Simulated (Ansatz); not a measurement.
# Changed inputs in constrained RPA: NaMoO3 (cubic perovskite) (Pm-3m)

What does U in NaMoO3 (cubic perovskite) (Pm-3m) depend on besides the window?

Calculated with Ansatz 0.2.0; constrained RPA on LDA, plane waves, PAW.

The structure was built from a prototype and need not be the compound's stable phase.

## Step 1: Starting point

The structure is cubic, space group Pm-3m (No. 221). The conventional cell has a = 3.830 Å, b = 3.830 Å, c = 3.830 Å, α = 90.00°, β = 90.00°, γ = 90.00°. Nearest to Na lie 12 O at 2.71 Å. Nearest to Mo lie 6 O at 1.92 Å. O has 2 Mo at 1.92 Å and 4 Na at 2.71 Å nearest. Farther neighbours and most contacts between anions are not listed.

The structure was relaxed with LDA. The structure type comes from a generator and need not be one that this composition takes. The structure was generated from a model, not taken from a measurement. The runs that relaxed it are not among those shown. The program's search for lower electronic states was switched off, so nothing shows that the state found is the lowest. The default PAW set here is soft_2. Its files were made with PBE.

## Step 2: Base: Mo t2g, bands v1 to c2, 4×4×4 mesh, medium accuracy

Constrained RPA screens the interaction with every transition except those inside the target bands, which a later many-body model would treat itself.

input.yaml reads:

```yaml
crystal:
  lattice:
    - [0.0, -3.83009225, 0.0]
    - [0.0, 0.0, 3.83009225]
    - [-3.83009225, 0.0, 0.0]
  atoms:
    - { symbol: Na, position: [0.0, 0.0, 0.0] }
    - { symbol: Mo, position: [0.5, 0.5, 0.5] }
    - { symbol: O, position: [0.5, 0.5, 0.0] }
    - { symbol: O, position: [0.5, 0.0, 0.5] }
    - { symbol: O, position: [0.0, 0.5, 0.5] }
kpoints:
  mp_grid: { grid: [6, 6, 6] }
hamiltonian:
  xc: lda
scf:
  occupations: { method: gaussian, width: 0.08 }
  n_extra_bands: 19
  max_iter: 150
  lower_state_search: "off"
output:
  crpa:
    kmesh: [4, 4, 4]
    target_bands: [v1, c2]
    projections: [{ species: Mo, l: d, shell: 4, orbitals: [dxz, dyz, dxy] }]
  local_orbitals:
    kmesh: [8, 8, 8]
    orbitals: [{ species: Mo, l: d, shell: 4, orbitals: [dxz, dyz, dxy] }]
    window: { bands: [v1, c2] }
    seedname: lo
```

Started as:

```sh
ansatz run input.yaml --threads 4 --pin off --max-ram 9216MiB --backend cpu --events-out ev --progress --plain --runs-dir out
```

Numbers of over 12 decimals in the logs are rounded to 6 here.

The log of the run:

```text
scf.n_extra_bands = 19 over 21 filled bands (N_el = 41.0): the run solves 40 bands
Engine: ansatz 0.2.0, aarch64-unknown-linux-gnu
Pseudopotentials: kind: paw
Pseudopotential: Na, paw, valence charge 9, recommended cutoff 420 eV (normal), Na.paw.azcp
Pseudopotential: Mo, paw, valence charge 14, recommended cutoff 420 eV (normal), Mo.paw.azcp
Pseudopotential: O, paw, valence charge 6, recommended cutoff 420 eV (normal), O.paw.azcp
Functional definition: SPW92
  exchange = slater_x
  correlation = pw_c
Crystal: 5 atoms, lattice volume = 56.186 Å³
Basis set: ecut = 420 eV, 1045 PW (Γ)
Bands: 40, of which v1, the nominal top of the filled ones, is band 21 counted from 1 (20 counted from 0)
Symmetry: 48 space group operations
Space group: Pm-3m (ITA 221), of the structure as read, at distance tolerance 3.8e-5 Å
k-points: 20 of 216
Non-local potential: Na, projectors of the file, l = 0: 3, l = 1: 2, l = 2: 1
Non-local potential: Mo, projectors of the file, l = 0: 3, l = 1: 2, l = 2: 2, l = 3: 1
Non-local potential: O, projectors of the file, l = 0: 2, l = 1: 2, l = 2: 1
PAW form: soft (Blöchl's): semilocal exchange-correlation on the pseudo side does not see the compensation charge
PAW frozen core: Na, regenerated for the run's functional, and the local potential with it (the file was generated under x = pbe(κ = 0.804, μ = 0.219515), c = pbe(β = 0.066725))
PAW frozen core: Mo, regenerated for the run's functional, and the local potential with it (the file was generated under x = pbe(κ = 0.804, μ = 0.219515), c = pbe(β = 0.066725))
PAW frozen core: O, regenerated for the run's functional, and the local potential with it (the file was generated under x = pbe(κ = 0.804, μ = 0.219515), c = pbe(β = 0.066725))
PAW one-centre angular grid: Na, 110 points (default); XC on 64 Gauss nodes
PAW one-centre angular grid: Mo, 590 points (default); XC on 64 Gauss nodes
PAW one-centre angular grid: O, 110 points (default); XC on 64 Gauss nodes
Initial density: superposition of atomic densities (neutral atoms: chi_scale 0, normalization atom), corrected by the library's trained network
Initial wavefunctions: pseudopotential atomic-orbital guess
Functional: x = slater, c = lda
SCF iter   1: F=—  HF=-7978.269309 eV  |F-HF|=—  |Δ(HF+E_count)|=         —  Δρ=1.73e-2  dr2=1.44e-1  ethr=1.77e-3  ⟨swp⟩=5.5  Hψ=3587  notcnv=0  defer=121
preconditioner: auto → LDOS  [insulator: Δε(μ)=0.176 eV  Ē_g=23.371 eV  σ=0.080 eV  W_gap=0.68  n_scr=18 (ndim 8)  ℏωp=27.6 eV  f_vac=0.039  D(μ)=2.25/eV (n_scr^D=18)  ε∞_Penn≈2.4  β→1.0]
SCF iter   2: F=—  HF=-7978.240878 eV  |F-HF|=—  |Δ(HF+E_count)|=   2.84e-2  Δρ=9.77e-3  dr2=2.69e-2  ethr=3.52e-4  ⟨swp⟩=2.0  Hψ=1385  notcnv=0  defer=264
[...]
SCF iter   6: F=-7978.230536 eV  HF=-7978.230536 eV  |F-HF|=1.35e-8  |Δ(HF+E_count)|=   2.40e-6  Δρ=1.24e-5  dr2=3.80e-8  ethr=2.44e-10  ⟨swp⟩=7.7  Hψ=4087  notcnv=0
SCF 1 converged in 6 iterations: F = -7978.230536 eV  dr2 = 3.80e-8
[...]
NSCF: frozen V_eff on 38 k-points
NSCF: frozen V_eff on 10 k-points
[...]
cRPA screening: q 1/64
cRPA screening: q 2/64
cRPA screening: q 8/64 (q-point 3)
cRPA screening: q 11/64 (q-point 6)
cRPA screening: q 23/64 (q-point 7)
cRPA screening: q 35/64 (q-point 11)
cRPA screening: q 38/64 (q-point 22)
cRPA screening: q 46/64 (q-point 23)
cRPA screening: q 58/64 (q-point 27)
cRPA screening: q 64/64 (q-point 43)
SCF converged after 6 iterations
Free energy (F): -7978.230536 eV
Harris-Foulkes:  -7978.230536 eV  (|F-HF|=1.35e-8)
Internal energy: -7978.223258 eV  (E = F + TS)
E sigma→0 (E₀):  -7978.226897 eV
Entropy (-TS):   -0.007278 eV (-1.456 meV/atom)
Fermi energy:    10.219788 eV
--- Per-component energies (eV) ---
  E_band       = -379.298757
  E_kinetic    = 1085.612159
  E_local      = -3274.179489  (includes V_loc(G=0)·N_el)
  E_nonlocal   = 410.870462
  E_hartree    = 1126.411389
  E_xc         = -437.958985
  E_vxc        = -557.848385  (∫ρ·V_xc dr)
  E_paw        = -3774.380959  (= ΣΔE_a)
  E_vpaw       = -296.579421  (= ΣTr[D̂ρ^β])
  E_aug_tail   = 0.007592  (compensation charges beyond the density's cutoff)
  E_ewald      = -3115.509898
  E_core_change = 0.904471  (= ΣΔE_core)
  E_smearing   = -0.007278  (= −TS)
  E_closure    = -0.000000  (closes the sum)
  Σ components = -7978.230536   (vs F -7978.230536, Δ=0.00e0)
--- Band table (eV; the first three rows and the last of 20) ---
  k-point 0: bands = [... 17 lower, 7.1862, 7.1862, 7.1862, 8.7391, 8.7391, 8.7391, 13.0108, 13.0108, ... 15 higher]
  k-point 1: bands = [... 17 lower, 6.6928, 7.0988, 7.0988, 8.7567, 9.7511, 9.7511, 13.0132, 13.6703, ... 15 higher]
  k-point 2: bands = [... 17 lower, 6.4793, 7.0889, 7.0889, 8.7923, 11.1933, 11.1933, 13.0180, 14.8419, ... 15 higher]
  k-point 19: bands = [... 17 lower, 8.0468, 8.0468, 8.0468, 12.9351, 12.9351, 12.9351, 15.6318, 19.2236, ... 15 higher]
--- cRPA (band scheme, projected local orbitals): target bands 21..23 (1-based), 3 Wannier function(s), 4×4×4 mesh, 46 bands' worth read of 51 solved, ecut_chi 136.0 eV, v(q+G=0) probe_charge, pair densities all_electron ---
  bands read: the sum over 46 bands ends inside a degenerate multiplet in 9 slots, whose members it reads at an even weight; the widest, k=21: bands 46 to 47 (counted from 1) at 1/2 each
  χ-basis size per q: N_G = 196..216
  window electrons = 1.0000, filled by tetrahedron_uncorrected; constrained ε̄⁻¹(q = 0, 0) head = 0.187931; min gauge Gram eig = 0.5423
  Kanamori averages over each shell's own Wannier functions (sites counted from 0, functions from 1):
    Site 1, 4D, 3 of 5 d orbitals (Wannier functions 1, 2, 3; wannier90's mr 2, 3, 5):
      screened: U = 2.8191 eV, U' = 2.2035 eV, J = 0.2825 eV
      screened, to within: U = 2.9e-3 eV, U' = 2.9e-3 eV, J = 4.1e-4 eV
      bare: V = 11.7499 eV, V' = 10.7952 eV, J = 0.3945 eV
  Hermiticity witness max|P − P†| over intra, direct and exchange elements: 5.33e-15 eV (screened), 6.14e-20 eV (bare)
  Reality witness max|Im| over intra, direct and exchange elements: 1.39e-19 eV (screened), 2.62e-19 eV (bare)
```

Wall time 21 s (4 threads of Arm Neoverse V2, shared host); peak memory 0.49 GiB; 76 s of CPU time.

Reading the cycles: dr2 is the Hartree energy of the density residual (eV), the measure of convergence; HF is the Harris–Foulkes estimate of the energy, which meets the free energy F at convergence.

Numbers from this step:

- U: 2.819 eV
- U prime (inter-orbital): 2.204 eV
- J: 0.2825 eV
- bare V: 11.75 eV
- bare J: 0.3945 eV
- stated bound on U: 0.002829 eV
- U over bare V: 0.2399
- electrons in the window: 1.0000
- head of the constrained inverse dielectric matrix: 0.1879
- least eigenvalue of the projection's overlap: 0.5423
- target functions: 3
- bands in the sums: 46
- r.m.s. miss of the model bands: 0.003047 eV
- width of the target bands: 4.196 eV
- weight of the projected orbitals in the window: 0.6716

On the Mo t2g shell, screening brings the on-site interaction from 11.7 eV down to U = 2.82 eV.

## Step 3: Changed: 6×6×6 mesh

input.yaml, the sections that differ from step 2:

```yaml
output:
  crpa:
    kmesh: [6, 6, 6]
    target_bands: [v1, c2]
    projections: [{ species: Mo, l: d, shell: 4, orbitals: [dxz, dyz, dxy] }]
# crystal, kpoints, hamiltonian, scf: as in step 2
```

The log of the run:

```text
[...]
Crystal: 5 atoms, lattice volume = 56.186 Å³
Basis set: ecut = 420 eV, 1045 PW (Γ)
Bands: 40, of which v1, the nominal top of the filled ones, is band 21 counted from 1 (20 counted from 0)
Symmetry: 48 space group operations
[...]
k-points: 20 of 216
[...]
SCF iter   1: F=—  HF=-7978.269309 eV  |F-HF|=—  |Δ(HF+E_count)|=         —  Δρ=1.73e-2  dr2=1.44e-1  ethr=1.77e-3  ⟨swp⟩=5.5  Hψ=3587  notcnv=0  defer=121
[...]
SCF iter   6: F=-7978.230536 eV  HF=-7978.230536 eV  |F-HF|=1.35e-8  |Δ(HF+E_count)|=   2.40e-6  Δρ=1.24e-5  dr2=3.80e-8  ethr=2.44e-10  ⟨swp⟩=7.7  Hψ=4087  notcnv=0
SCF 1 converged in 6 iterations: F = -7978.230536 eV  dr2 = 3.80e-8
[...]
NSCF: frozen V_eff on 20 k-points
[...]
cRPA screening: q 1/216
cRPA screening: q 2/216
cRPA screening: q 8/216 (q-point 3)
cRPA screening: q 14/216 (q-point 4)
cRPA screening: q 17/216 (q-point 8)
[...]
SCF converged after 6 iterations
Free energy (F): -7978.230536 eV
[...]
Internal energy: -7978.223258 eV  (E = F + TS)
E sigma→0 (E₀):  -7978.226897 eV
Entropy (-TS):   -0.007278 eV (-1.456 meV/atom)
Fermi energy:    10.219788 eV
[...]
--- Band table (eV; the first three rows and the last of 20) ---
  k-point 0: bands = [... 17 lower, 7.1862, 7.1862, 7.1862, 8.7391, 8.7391, 8.7391, 13.0108, 13.0108, ... 15 higher]
  k-point 1: bands = [... 17 lower, 6.6928, 7.0988, 7.0988, 8.7567, 9.7511, 9.7511, 13.0132, 13.6703, ... 15 higher]
  k-point 2: bands = [... 17 lower, 6.4793, 7.0889, 7.0889, 8.7923, 11.1933, 11.1933, 13.0180, 14.8419, ... 15 higher]
  k-point 19: bands = [... 17 lower, 8.0468, 8.0468, 8.0468, 12.9351, 12.9351, 12.9351, 15.6318, 19.2236, ... 15 higher]
[...]
χ-basis size per q: N_G = 196..216
[...]
Site 1, 4D, 3 of 5 d orbitals (Wannier functions 1, 2, 3; wannier90's mr 2, 3, 5):
      screened: U = 2.8066 eV, U' = 2.1955 eV, J = 0.2802 eV
      screened, to within: U = 2.9e-3 eV, U' = 2.9e-3 eV, J = 4.0e-4 eV
      bare: V = 11.6647 eV, V' = 10.7146 eV, J = 0.3916 eV
[...]
```

It took 2.1 min on 4 threads; peak memory 0.65 GiB; 8 min of CPU time.

Numbers from this step:

```
U                                                 : 2.807 eV
U prime (inter-orbital)                           : 2.196 eV
J                                                 : 0.2802 eV
bare V                                            : 11.66 eV
bare J                                            : 0.3916 eV
stated bound on U                                 : 0.002808 eV
U over bare V                                     : 0.2406
electrons in the window                           : 1.0000
head of the constrained inverse dielectric matrix : 0.1982
least eigenvalue of the projection's overlap      : 0.5423
target functions                                  : 3
bands in the sums                                 : 46
width of the target bands                         : 4.196 eV
weight of the projected orbitals in the window    : 0.6716
```

On the Mo t2g shell, screening brings the on-site interaction from 11.7 eV down to U = 2.81 eV.

## Step 4: Changed: 2×2×2 mesh

input.yaml: that of step 3 with these lines changed.

```diff
@@ -22,3 +22,3 @@
   crpa:
-    kmesh: [6, 6, 6]
+    kmesh: [2, 2, 2]
     target_bands: [v1, c2]
```

The log of the run:

```text
[...]
Crystal: 5 atoms, lattice volume = 56.186 Å³
Basis set: ecut = 420 eV, 1045 PW (Γ)
Bands: 40, of which v1, the nominal top of the filled ones, is band 21 counted from 1 (20 counted from 0)
Symmetry: 48 space group operations
[...]
k-points: 20 of 216
[...]
k-point 19: bands = [... 17 lower, 8.0468, 8.0468, 8.0468, 12.9351, 12.9351, 12.9351, 15.6318, 19.2236, ... 15 higher]
[...]
χ-basis size per q: N_G = 196..216
[...]
Site 1, 4D, 3 of 5 d orbitals (Wannier functions 1, 2, 3; wannier90's mr 2, 3, 5):
      screened: U = 3.1059 eV, U' = 2.4276 eV, J = 0.3112 eV
      screened, to within: U = 3.5e-3 eV, U' = 3.5e-3 eV, J = 4.7e-4 eV
      bare: V = 12.6127 eV, V' = 11.5953 eV, J = 0.4297 eV
[...]
[key lines of the parts left out:]
SCF converged after 6 iterations
Free energy (F): -7978.230536 eV
Fermi energy:    10.219788 eV
```

Elapsed: 3.7 s, on 4 threads; peak memory 0.42 GiB.

Numbers from this step:

- U: 3.106 eV
- U prime (inter-orbital): 2.428 eV
- J: 0.3112 eV
- bare V: 12.61 eV
- bare J: 0.4297 eV
- stated bound on U: 0.003488 eV
- U over bare V: 0.2463
- electrons in the window: 1.0000
- head of the constrained inverse dielectric matrix: 0.1536
- least eigenvalue of the projection's overlap: 0.5423
- target functions: 3
- bands in the sums: 46
- width of the target bands: 4.196 eV
- weight of the projected orbitals in the window: 0.6716

On the Mo t2g shell, screening brings the on-site interaction from 12.6 eV down to U = 3.11 eV.

## Step 5: Changed: smooth pair densities

input.yaml: that of step 4 with these lines changed.

```diff
@@ -22,4 +22,5 @@
   crpa:
-    kmesh: [2, 2, 2]
+    kmesh: [4, 4, 4]
     target_bands: [v1, c2]
     projections: [{ species: Mo, l: d, shell: 4, orbitals: [dxz, dyz, dxy] }]
+    pair_densities: pseudo
```

The log of the run:

```text
[...]
Crystal: 5 atoms, lattice volume = 56.186 Å³
Basis set: ecut = 420 eV, 1045 PW (Γ)
Bands: 40, of which v1, the nominal top of the filled ones, is band 21 counted from 1 (20 counted from 0)
Symmetry: 48 space group operations
[...]
k-points: 20 of 216
[...]
χ-basis size per q: N_G = 196..216
[...]
Site 1, 4D, 3 of 5 d orbitals (Wannier functions 1, 2, 3; wannier90's mr 2, 3, 5):
      screened: U = 2.8281 eV, U' = 2.2040 eV, J = 0.2866 eV
      screened, to within: U = 1.9e-3 eV, U' = 1.9e-3 eV, J = 1.5e-4 eV
      screened, sum over states alone: U = 2.9765 eV, U' = 2.2511 eV, J = 0.3356 eV
      bare: V = 11.7499 eV, V' = 10.7952 eV, J = 0.3945 eV
[...]
[key lines of the parts left out:]
SCF converged after 6 iterations
Free energy (F): -7978.230536 eV
Fermi energy:    10.219788 eV
```

Wall time 20 s (4 threads); peak memory 0.43 GiB; 74 s of CPU time.

Numbers from this step:

| Property | Result |
| --- | --- |
| U | 2.828 eV |
| U prime (inter-orbital) | 2.204 eV |
| J | 0.2866 eV |
| bare V | 11.75 eV |
| bare J | 0.3945 eV |
| stated bound on U | 0.001836 eV |
| U over bare V | 0.2407 |
| electrons in the window | 1.0000 |
| head of the constrained inverse dielectric matrix | 0.1882 |
| least eigenvalue of the projection's overlap | 0.5423 |
| target functions | 3 |
| bands in the sums | 46 |
| width of the target bands | 4.196 eV |
| weight of the projected orbitals in the window | 0.6716 |

On the Mo t2g shell, screening brings the on-site interaction from 11.7 eV down to U = 2.83 eV.

## Step 6: Changed: sums over states

input.yaml: that of step 5 with these lines changed.

```diff
@@ -25,2 +25,4 @@
     projections: [{ species: Mo, l: d, shell: 4, orbitals: [dxz, dyz, dxy] }]
-    pair_densities: pseudo
+    accuracy: sum_over_states
+    n_empty_bands: 42
+    ecut_chi: 70
```

The log of the run:

```text
[...]
Crystal: 5 atoms, lattice volume = 56.186 Å³
Basis set: ecut = 420 eV, 1045 PW (Γ)
Bands: 40, of which v1, the nominal top of the filled ones, is band 21 counted from 1 (20 counted from 0)
Symmetry: 48 space group operations
[...]
k-points: 20 of 216
[...]
χ-basis size per q: N_G = 68..88
[...]
U and J over all bands: no bound (output.crpa.accuracy: sum_over_states); those below are of the sums over the bands read on the sphere of ecut_chi, with what the atoms add
[...]
Site 1, 4D, 3 of 5 d orbitals (Wannier functions 1, 2, 3; wannier90's mr 2, 3, 5):
      screened: U = 2.9088 eV, U' = 2.2218 eV, J = 0.3095 eV
      bare: V = 11.7499 eV, V' = 10.7952 eV, J = 0.3945 eV
[...]
[key lines of the parts left out:]
SCF converged after 6 iterations
Free energy (F): -7978.230536 eV
Fermi energy:    10.219788 eV
```

Run time: 3.5 s. Hardware: 4 threads; peak memory 0.45 GiB; 12 s of CPU time.

This variant gives U = 2.91 eV against 2.82 eV. It is a finite sum over empty states with no bound on its error and stays out of the table below.

[end of part 1 of 2]

[Paths, hosts, dates, memory and timing lines, banners, echoed tables and standing remarks are left out of the program output.]

[Logs are printed without paths, hosts, clocks, repeated set-up lines and the standing remarks that a program may print on its own settings, such as how far it seeks lower states.]

[Runs of the session that timed out or met a known fault of the program may be left out.]

[Hosts, paths, dates, database ids (printed as entryN), source tags and the programs' standing remarks are cut or masked in the printed files.]
